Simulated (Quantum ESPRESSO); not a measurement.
# NiS2 (Vaesite): which magnetic order is lowest, part 2 of 3

Aim: find out which collinear order of NiS2 (Vaesite) costs least.

Quantum ESPRESSO 7.5; PBEsol; plane waves with GBRV 1.5 PBEsol potentials, no spin-orbit coupling.

So far, absolute magnetization (μB): step 2 (start 1: ferro ++++) 1.12.

### Step 3. Start 2: antiferro ++−−

pw.in reads:

```
&CONTROL
  calculation = 'scf'
  prefix = 'pwscf'
  outdir = './tmp'
  pseudo_dir = './pseudo'
  disk_io = 'nowf'
/
&SYSTEM
  ibrav = 0
  nat = 12
  ntyp = 3
  ecutwfc = 40
  ecutrho = 280
  nbnd = 76
  occupations = 'smearing'
  smearing = 'fd'
  degauss = 0.00367493
  nspin = 2
  starting_magnetization(1) = 0.1111
  starting_magnetization(2) = -0.1111
  starting_magnetization(3) = 0
/
&ELECTRONS
  conv_thr = 2.4d-08
  electron_maxstep = 150
  mixing_beta = 0.3
/
ATOMIC_SPECIES
Ni1    58.6934 ni_pbesol_v1.4.uspp.F.UPF
Ni2    58.6934 ni_pbesol_v1.4.uspp.F.UPF
S      32.0600 s_pbesol_v1.4.uspp.F.UPF
CELL_PARAMETERS angstrom
   5.6873000000    0.0000000000    0.0000000000
   0.0000000000    5.6873000000    0.0000000000
   0.0000000000    0.0000000000    5.6873000000
ATOMIC_POSITIONS crystal
Ni1     0.0000000000    0.0000000000    0.0000000000
Ni1     0.5000000000    0.0000000000    0.5000000000
Ni2     0.5000000000    0.5000000000    0.0000000000
Ni2     0.0000000000    0.5000000000    0.5000000000
S       0.3955000000    0.3955000000    0.3955000000
S       0.1045000000    0.6045000000    0.8955000000
S       0.8955000000    0.1045000000    0.6045000000
S       0.6045000000    0.8955000000    0.1045000000
S       0.6045000000    0.6045000000    0.6045000000
S       0.8955000000    0.3955000000    0.1045000000
S       0.1045000000    0.8955000000    0.3955000000
S       0.3955000000    0.1045000000    0.8955000000
K_POINTS automatic
4 4 4 0 0 0
```

The run is started by

```bash
$ OMP_NUM_THREADS=1 mpirun -n 4 pw.x -nk 4 -in pw.in > pw.out
```

Log:

```text
[banner, memory and clock lines left out]
Program PWSCF v.7.5 starts

     Message from routine setup:
     using ibrav=0 with symmetry is DISCOURAGED, use correct ibrav instead

     bravais-lattice index     =            0
     lattice parameter (alat)  =      10.7474  a.u.
     unit-cell volume          =    1241.4094 (a.u.)^3
     number of atoms/cell      =           12
     number of atomic types    =            3
     number of electrons       =       120.00
     number of Kohn-Sham states=           76
     kinetic-energy cutoff     =      40.0000  Ry
     charge density cutoff     =     280.0000  Ry
     scf convergence threshold =      2.4E-08
     mixing beta               =       0.3000
     number of iterations used =            8  plain     mixing
     Exchange-correlation= SLA  PW   PSX  PSC
                           (   1   4  10   8   0   0   0)

     celldm(1)=  10.747439  celldm(2)=   0.000000  celldm(3)=   0.000000
     celldm(4)=   0.000000  celldm(5)=   0.000000  celldm(6)=   0.000000

     crystal axes: (cart. coord. in units of alat)
               a(1) = (   1.000000   0.000000   0.000000 )
               a(2) = (   0.000000   1.000000   0.000000 )
               a(3) = (   0.000000   0.000000   1.000000 )

     reciprocal axes: (cart. coord. in units 2 pi/alat)
               b(1) = (  1.000000  0.000000  0.000000 )
               b(2) = (  0.000000  1.000000  0.000000 )
               b(3) = (  0.000000  0.000000  1.000000 )

     PseudoPot. # 1 for Ni read from file:
     ni_pbesol_v1.4.uspp.F.UPF
     Pseudo is Ultrasoft + core correction, Zval = 18.0

     PseudoPot. # 2 for Ni read from file:
     ni_pbesol_v1.4.uspp.F.UPF
     Pseudo is Ultrasoft + core correction, Zval = 18.0

     PseudoPot. # 3 for S  read from file:
     s_pbesol_v1.4.uspp.F.UPF
     Pseudo is Ultrasoft + core correction, Zval =  6.0

     atomic species   valence    mass     pseudopotential
     Ni1              18.00    58.69340     Ni( 1.00)
     Ni2              18.00    58.69340     Ni( 1.00)
     S                 6.00    32.06000     S ( 1.00)

     Starting magnetic structure
     atomic species   magnetization
     Ni1             0.111
     Ni2            -0.111
     S               0.000

      4 Sym. Ops., with inversion, found ( 2 have fractional translation)

   Cartesian axes

     site n.     atom                  positions (alat units)
         1        Ni1    tau(   1) = (   0.0000000   0.0000000   0.0000000  )
         2        Ni1    tau(   2) = (   0.5000000   0.0000000   0.5000000  )
         3        Ni2    tau(   3) = (   0.5000000   0.5000000   0.0000000  )
         4        Ni2    tau(   4) = (   0.0000000   0.5000000   0.5000000  )
         5        S      tau(   5) = (   0.3955000   0.3955000   0.3955000  )
         6        S      tau(   6) = (   0.1045000   0.6045000   0.8955000  )
         7        S      tau(   7) = (   0.8955000   0.1045000   0.6045000  )
         8        S      tau(   8) = (   0.6045000   0.8955000   0.1045000  )
         9        S      tau(   9) = (   0.6045000   0.6045000   0.6045000  )
        10        S      tau(  10) = (   0.8955000   0.3955000   0.1045000  )
        11        S      tau(  11) = (   0.1045000   0.8955000   0.3955000  )
        12        S      tau(  12) = (   0.3955000   0.1045000   0.8955000  )

     number of k points=    30  Fermi-Dirac smearing, width (Ry)=  0.0037
                       cart. coord. in units 2pi/alat
        k(    1) = (   0.0000000   0.0000000   0.0000000), wk =   0.0156250
        k(    2) = (   0.0000000   0.0000000   0.2500000), wk =   0.0312500
        k(    3) = (   0.0000000   0.0000000  -0.5000000), wk =   0.0156250
        k(    4) = (   0.0000000   0.2500000   0.2500000), wk =   0.0625000
        k(    5) = (   0.0000000   0.2500000  -0.5000000), wk =   0.0312500
        [... 25 further k-points ...]

     Dense  grid:    98289 G-vectors     FFT dimensions: (  60,  60,  60)

     Smooth grid:    42499 G-vectors     FFT dimensions: (  48,  45,  48)

     Check: negative core charge=   -0.000007
     Generating pointlists ...
     new r_m :   0.1742 (alat units)  1.8718 (a.u.) for type    1
     new r_m :   0.1742 (alat units)  1.8718 (a.u.) for type    2
     new r_m :   0.1493 (alat units)  1.6049 (a.u.) for type    3

     Initial potential from superposition of free atoms

     starting charge     111.9997, renormalised to     120.0000
     Starting wfcs are   84 randomized atomic wfcs

     Self-consistent Calculation

     iteration #  1     ecut=    40.00 Ry     beta= 0.30
     Davidson diagonalization with overlap
     ethr =  1.00E-02,  avg # of iterations =  5.7

     total energy              =   -1496.29029467 Ry
     estimated scf accuracy    <     187.29150443 Ry

     total magnetization       =     0.00 Bohr mag/cell
     absolute magnetization    =     1.45 Bohr mag/cell

     iteration #  2     ecut=    40.00 Ry     beta= 0.30
     Davidson diagonalization with overlap
     ethr =  1.00E-02,  avg # of iterations =  3.0

     total energy              =   -1565.90745440 Ry
     estimated scf accuracy    <      91.40140470 Ry

     total magnetization       =     0.00 Bohr mag/cell
     absolute magnetization    =     0.41 Bohr mag/cell

     [... further iterations left out ...]

     iteration # 28     ecut=    40.00 Ry     beta= 0.30
     Davidson diagonalization with overlap
     ethr =  1.64E-10,  avg # of iterations =  2.0

     total energy              =   -1564.71029185 Ry
     estimated scf accuracy    <       0.00000036 Ry

     total magnetization       =     0.00 Bohr mag/cell
     absolute magnetization    =     2.29 Bohr mag/cell

     iteration # 29     ecut=    40.00 Ry     beta= 0.30
     Davidson diagonalization with overlap
     ethr =  1.64E-10,  avg # of iterations =  1.8

     Magnetic moment per site  (integrated on atomic sphere of radius R)
     atom   1 (R=0.174)  charge= 16.4286  magn=  0.4600
     atom   2 (R=0.174)  charge= 16.4286  magn=  0.4600
     atom   3 (R=0.174)  charge= 16.4285  magn= -0.4599
     atom   4 (R=0.174)  charge= 16.4285  magn= -0.4599
     atom   5 (R=0.149)  charge=  3.0325  magn= -0.0130
     atom   6 (R=0.149)  charge=  3.0325  magn= -0.0130
     atom   7 (R=0.149)  charge=  3.0325  magn=  0.0130
     atom   8 (R=0.149)  charge=  3.0325  magn=  0.0130
     atom   9 (R=0.149)  charge=  3.0325  magn= -0.0130
     atom  10 (R=0.149)  charge=  3.0325  magn= -0.0130
     atom  11 (R=0.149)  charge=  3.0325  magn=  0.0130
     atom  12 (R=0.149)  charge=  3.0325  magn=  0.0130

     End of self-consistent calculation

     [... lines left out ...]
     the Fermi energy is    10.6289 ev

!    total energy              =   -1564.71029194 Ry
     estimated scf accuracy    <       0.00000002 Ry
     smearing contrib. (-TS)   =      -0.00501221 Ry
     internal energy E=F+TS    =   -1564.70527972 Ry

     The total energy is F=E-TS. E is the sum of the following terms:
     one-electron contribution =   -1140.90038784 Ry
     hartree contribution      =     626.86766663 Ry
     xc contribution           =    -207.63989856 Ry
     ewald contribution        =    -843.03265995 Ry

     total magnetization       =     0.00 Bohr mag/cell
     absolute magnetization    =     2.29 Bohr mag/cell

     convergence has been achieved in  29 iterations
```

Wall time 2.5 min (4 MPI ranks of AMD EPYC 9R45 (Zen 5), shared host); peak memory 1.2 GiB.

Spin moment in the atom's sphere by atom:

| atom | spin moment in the atom's sphere (μB) |
| --- | --- |
| Ni1 | 0.460 |
| Ni2 | 0.460 |
| Ni3 | -0.460 |
| Ni4 | -0.460 |
| S5 | -0.013 |
| S6 | -0.013 |
| S7 | 0.013 |
| S8 | 0.013 |
| S9 | -0.013 |
| S10 | -0.013 |
| S11 | 0.013 |
| S12 | 0.013 |

Read from the output:

```
smearing term TS       : 0.06819 eV
magnetization          : 0 μB
absolute magnetization : 2.287 μB
final state            : antiferromagnetic
```

Spin density in the ac plane at fractional y = 0.000, with atoms of Ni within 0.2 Å of it.

Values in e/Å³, 16 rows by 16 columns, each cell a mean:
```
0.9 0.3 0.0 0.0 0.0 0.0 0.0 0.0 0.0 0.0 0.0 0.0 0.0 0.0 0.1 0.6
0.1 0.0 0.0 0.0 0.0 0.0 0.0 0.0 0.0 0.0 0.0 0.0 0.0 0.0 0.0 0.1
0.0 0.0 0.0 0.0 0.0 0.0 0.0 0.0 0.0 0.0 0.0 0.0 0.0 0.0 0.0 0.0
0.0 0.0 0.0 0.0 0.0 0.0 0.0 0.0 0.0 0.0 0.0 0.0 0.0 0.0 0.0 0.0
0.0 0.0 0.0 0.0 0.0 0.0 0.0 0.0 0.0 0.0 0.0 0.0 0.0 0.0 0.0 0.0
0.0 0.0 0.0 0.0 0.0 0.0 0.0 0.1 0.0 0.0 0.0 0.0 0.0 0.0 0.0 0.0
0.0 0.0 0.0 0.0 0.0 0.0 0.0 0.4 0.4 0.1 0.0 0.0 0.0 0.0 0.0 0.0
0.0 0.0 0.0 0.0 0.0 0.0 0.1 0.9 1.4 0.6 0.1 0.0 0.0 0.0 0.0 0.0
0.0 0.0 0.0 0.0 0.0 0.0 0.1 0.5 1.0 0.2 0.0 0.0 0.0 0.0 0.0 0.0
0.0 0.0 0.0 0.0 0.0 0.0 0.0 0.1 0.2 0.1 0.0 0.0 0.0 0.0 0.0 0.0
0.0 0.0 0.0 0.0 0.0 0.0 0.0 0.0 0.0 0.0 0.0 0.0 0.0 0.0 0.0 0.0
0.0 0.0 0.0 0.0 0.0 0.0 0.0 0.0 0.0 0.0 0.0 0.0 0.0 0.0 0.0 0.0
0.0 0.0 0.0 0.0 0.0 0.0 0.0 0.0 0.0 0.0 0.0 0.0 0.0 0.0 0.0 0.0
0.1 0.0 0.0 0.0 0.0 0.0 0.0 0.0 0.0 0.0 0.0 0.0 0.0 0.0 0.0 0.0
0.6 0.1 0.0 0.0 0.0 0.0 0.0 0.0 0.0 0.0 0.0 0.0 0.0 0.0 0.1 0.2
1.4 0.4 0.0 0.0 0.0 0.0 0.0 0.0 0.0 0.0 0.0 0.0 0.0 0.0 0.2 1.0
```
Columns run along a (5.7 Å), rows up along c (5.7 Å). Atoms in or near the plane, at fractional coordinates: Ni at (0.00, 0.00), Ni at (0.50, 0.50).

Valence density in the ac plane at fractional y = 0.000, with atoms of Ni within 0.2 Å of it. It is the smooth field of the valence electrons, not physical close to the nuclei.

Values in e/Å³, 16 rows by 16 columns, each cell a mean:
```
27  8  1  0  1  1  1  1  1  1  0  0  0  0  3 18
 4  1  0  0  1  1  1  1  1  0  0  0  0  0  1  2
 0  0  0  0  0  1  1  1  1  0  0  0  0  0  0  0
 0  0  0  0  0  0  1  1  0  0  0  0  0  0  0  0
 0  0  0  0  0  0  0  0  0  0  0  0  0  1  1  1
 1  0  0  0  0  0  0  1  1  1  0  0  1  1  1  1
 1  0  0  0  0  0  1  8 13  4  1  0  1  1  1  1
 1  1  1  0  0  0  4 27 37 13  1  0  0  1  1  1
 1  1  1  1  0  0  2 18 27  8  1  0  0  0  1  1
 1  1  1  1  0  0  1  3  4  1  0  0  0  0  0  1
 1  1  1  1  0  0  0  0  1  0  0  0  0  0  0  0
 0  1  1  0  0  0  0  0  0  0  0  0  0  0  0  0
 0  0  0  0  0  0  0  0  1  1  1  1  0  0  0  0
 1  1  0  0  0  0  0  0  1  1  1  1  0  0  0  1
13  4  1  0  0  0  0  1  1  1  1  1  0  0  1  8
37 13  1  0  0  1  1  1  1  1  1  1  0  1  4 27
```
Columns run along a (5.7 Å), rows up along c (5.7 Å). Atoms in or near the plane, at fractional coordinates: Ni at (0.00, 0.00), Ni at (0.50, 0.50).

### Step 4. Start 3: ferri +++−

Edit pw.in of step 3 so:

```diff
@@ -13,3 +13,3 @@
   ecutrho = 280
-  nbnd = 76
+  nbnd = 78
   occupations = 'smearing'
@@ -38,3 +38,3 @@
 Ni1     0.5000000000    0.0000000000    0.5000000000
-Ni2     0.5000000000    0.5000000000    0.0000000000
+Ni1     0.5000000000    0.5000000000    0.0000000000
 Ni2     0.0000000000    0.5000000000    0.5000000000
```

Log:

```text
     [... lines left out ...]
Program PWSCF v.7.5 starts
     [... lines left out ...]
     number of atoms/cell      =           12
     [... lines left out ...]
     number of electrons       =       120.00
     number of Kohn-Sham states=           78
     kinetic-energy cutoff     =      40.0000  Ry
     charge density cutoff     =     280.0000  Ry
     scf convergence threshold =      2.4E-08
     [... lines left out ...]
      6 Sym. Ops., with inversion, found ( 4 have fractional translation)
     [... lines left out ...]
     number of k points=    14  Fermi-Dirac smearing, width (Ry)=  0.0037
     [... lines left out ...]
     iteration # 25     ecut=    40.00 Ry     beta= 0.30
     [... lines left out ...]
     Magnetic moment per site  (integrated on atomic sphere of radius R)
     atom   1 (R=0.174)  charge= 16.4315  magn=  0.3436
     atom   2 (R=0.174)  charge= 16.4315  magn=  0.3436
     atom   3 (R=0.174)  charge= 16.4315  magn=  0.3436
     atom   4 (R=0.174)  charge= 16.4254  magn= -0.5656
     atom   5 (R=0.149)  charge=  3.0325  magn=  0.0064
     atom   6 (R=0.149)  charge=  3.0325  magn=  0.0064
     atom   7 (R=0.149)  charge=  3.0325  magn=  0.0064
     atom   8 (R=0.149)  charge=  3.0312  magn=  0.0301
     atom   9 (R=0.149)  charge=  3.0325  magn=  0.0064
     atom  10 (R=0.149)  charge=  3.0325  magn=  0.0064
     atom  11 (R=0.149)  charge=  3.0325  magn=  0.0064
     atom  12 (R=0.149)  charge=  3.0312  magn=  0.0301
     [... lines left out ...]
     the Fermi energy is    10.6280 ev
!    total energy              =   -1564.71003125 Ry
     estimated scf accuracy    <          2.9E-09 Ry
     smearing contrib. (-TS)   =      -0.00521269 Ry
     [... lines left out ...]
     total magnetization       =     0.62 Bohr mag/cell
     absolute magnetization    =     2.01 Bohr mag/cell
     convergence has been achieved in  25 iterations
```

It took 80 s on 4 MPI ranks; peak memory 1 GiB.

Spin moment in the atom's sphere by atom:

| atom | spin moment in the atom's sphere (μB) |
| --- | --- |
| Ni1 | 0.344 |
| Ni2 | 0.344 |
| Ni3 | 0.344 |
| Ni4 | -0.566 |
| S5 | 0.006 |
| S6 | 0.006 |
| S7 | 0.006 |
| S8 | 0.030 |
| S9 | 0.006 |
| S10 | 0.006 |
| S11 | 0.006 |
| S12 | 0.030 |

Read from the output:

- smearing term TS: 0.07092 eV
- magnetization: 0.624 μB
- absolute magnetization: 2.01 μB
- final state: ferrimagnetic

### Step 5. The states side by side

An order is kept where moments of 0.15 μB or more survive with the typed signs; meshes match where a doubled cell samples the same k points as the first cell.

Ferrimagnetic means that a moment over 0.15 μB on a transition or rare-earth metal, induced ones included, opposes the net moment. Orders:

| start | final state | typed order kept | energy over the lowest (meV a seeded atom) | largest site moment (μB) | net moment (μB a cell of the first run) | mesh matched | CPU time (s) |
| --- | --- | --- | --- | --- | --- | --- | --- |
| ferro ++++ | ferromagnetic | yes | 3.872 | 0.2008 | 1.089 | yes | 253.5 |
| antiferro ++-- | antiferromagnetic | yes | 0 | 0.46 | 0 | yes | 603.1 |
| ferri +++- | ferrimagnetic | yes | 0.8867 | 0.5656 | 0.6237 | yes | 320.5 |

### Step 6. The lowest state again, with its states saved

Edit pw.in of step 4 so:

```diff
@@ -5,3 +5,3 @@
   pseudo_dir = './pseudo'
-  disk_io = 'nowf'
+  disk_io = 'low'
 /
@@ -9,2 +9,3 @@
   ibrav = 0
+  celldm(1) = 8
   nat = 12
@@ -13,3 +14,3 @@
   ecutrho = 280
-  nbnd = 78
+  nbnd = 80
   occupations = 'smearing'
@@ -31,6 +32,6 @@
 S      32.0600 s_pbesol_v1.4.uspp.F.UPF
-CELL_PARAMETERS angstrom
-   5.6873000000    0.0000000000    0.0000000000
-   0.0000000000    5.6873000000    0.0000000000
-   0.0000000000    0.0000000000    5.6873000000
+CELL_PARAMETERS alat
+   1.3434299235730    0.0000000000000    0.0000000000000
+   0.0000000000000    1.3434299235730    0.0000000000000
+   0.0000000000000    0.0000000000000    1.3434299235730
 ATOMIC_POSITIONS crystal
@@ -38,3 +39,3 @@
 Ni1     0.5000000000    0.0000000000    0.5000000000
-Ni1     0.5000000000    0.5000000000    0.0000000000
+Ni2     0.5000000000    0.5000000000    0.0000000000
 Ni2     0.0000000000    0.5000000000    0.5000000000
```

Log:

```text
     [... lines left out ...]
Program PWSCF v.7.5 starts
     [... lines left out ...]
     number of atoms/cell      =           12
     [... lines left out ...]
     number of electrons       =       120.00
     number of Kohn-Sham states=           80
     kinetic-energy cutoff     =      40.0000  Ry
     charge density cutoff     =     280.0000  Ry
     scf convergence threshold =      2.4E-08
     [... lines left out ...]
      4 Sym. Ops., with inversion, found ( 2 have fractional translation)
     [... lines left out ...]
     number of k points=    30  Fermi-Dirac smearing, width (Ry)=  0.0037
     [... lines left out ...]
     iteration # 20     ecut=    40.00 Ry     beta= 0.30
     [... lines left out ...]
     Magnetic moment per site  (integrated on atomic sphere of radius R)
     atom   1 (R=0.234)  charge= 16.4286  magn=  0.4597
     atom   2 (R=0.234)  charge= 16.4286  magn=  0.4597
     atom   3 (R=0.234)  charge= 16.4286  magn= -0.4597
     atom   4 (R=0.234)  charge= 16.4286  magn= -0.4597
     atom   5 (R=0.201)  charge=  3.0325  magn= -0.0130
     atom   6 (R=0.201)  charge=  3.0325  magn= -0.0130
     atom   7 (R=0.201)  charge=  3.0325  magn=  0.0130
     atom   8 (R=0.201)  charge=  3.0325  magn=  0.0130
     atom   9 (R=0.201)  charge=  3.0325  magn= -0.0130
     atom  10 (R=0.201)  charge=  3.0325  magn= -0.0130
     atom  11 (R=0.201)  charge=  3.0325  magn=  0.0130
     atom  12 (R=0.201)  charge=  3.0325  magn=  0.0130
     [... lines left out ...]
     the Fermi energy is    10.6289 ev
!    total energy              =   -1564.71029194 Ry
     estimated scf accuracy    <       0.00000001 Ry
     smearing contrib. (-TS)   =      -0.00501345 Ry
     [... lines left out ...]
     total magnetization       =    -0.00 Bohr mag/cell
     absolute magnetization    =     2.29 Bohr mag/cell
     convergence has been achieved in  20 iterations
```

Wall time 2.1 min (4 MPI ranks); peak memory 1.2 GiB; 8.3 min of CPU time.

Numbers from this step:

```yaml
smearing_term_ts: 0.06821 eV
magnetization: 0 μB
absolute_magnetization: 2.286 μB
final_state: antiferromagnetic
largest_moment: 0.4597 μB
```

(Part 2 of 3 ends here.)

[Logs and program files are shortened in this print: banners, set-up blocks, solver, clock and traceback lines can be left out without a mark of their own.]

[Logs are printed without paths, hosts, clocks, repeated set-up lines and the standing remarks that a program may print on its own settings, such as how far it seeks lower states.]

[Hosts, paths, dates, database ids (printed as entryN), source tags and the programs' standing remarks are cut or masked in the printed files.]

[Where a cell is said to come from a database of computed structures, the database is the Materials Project.]
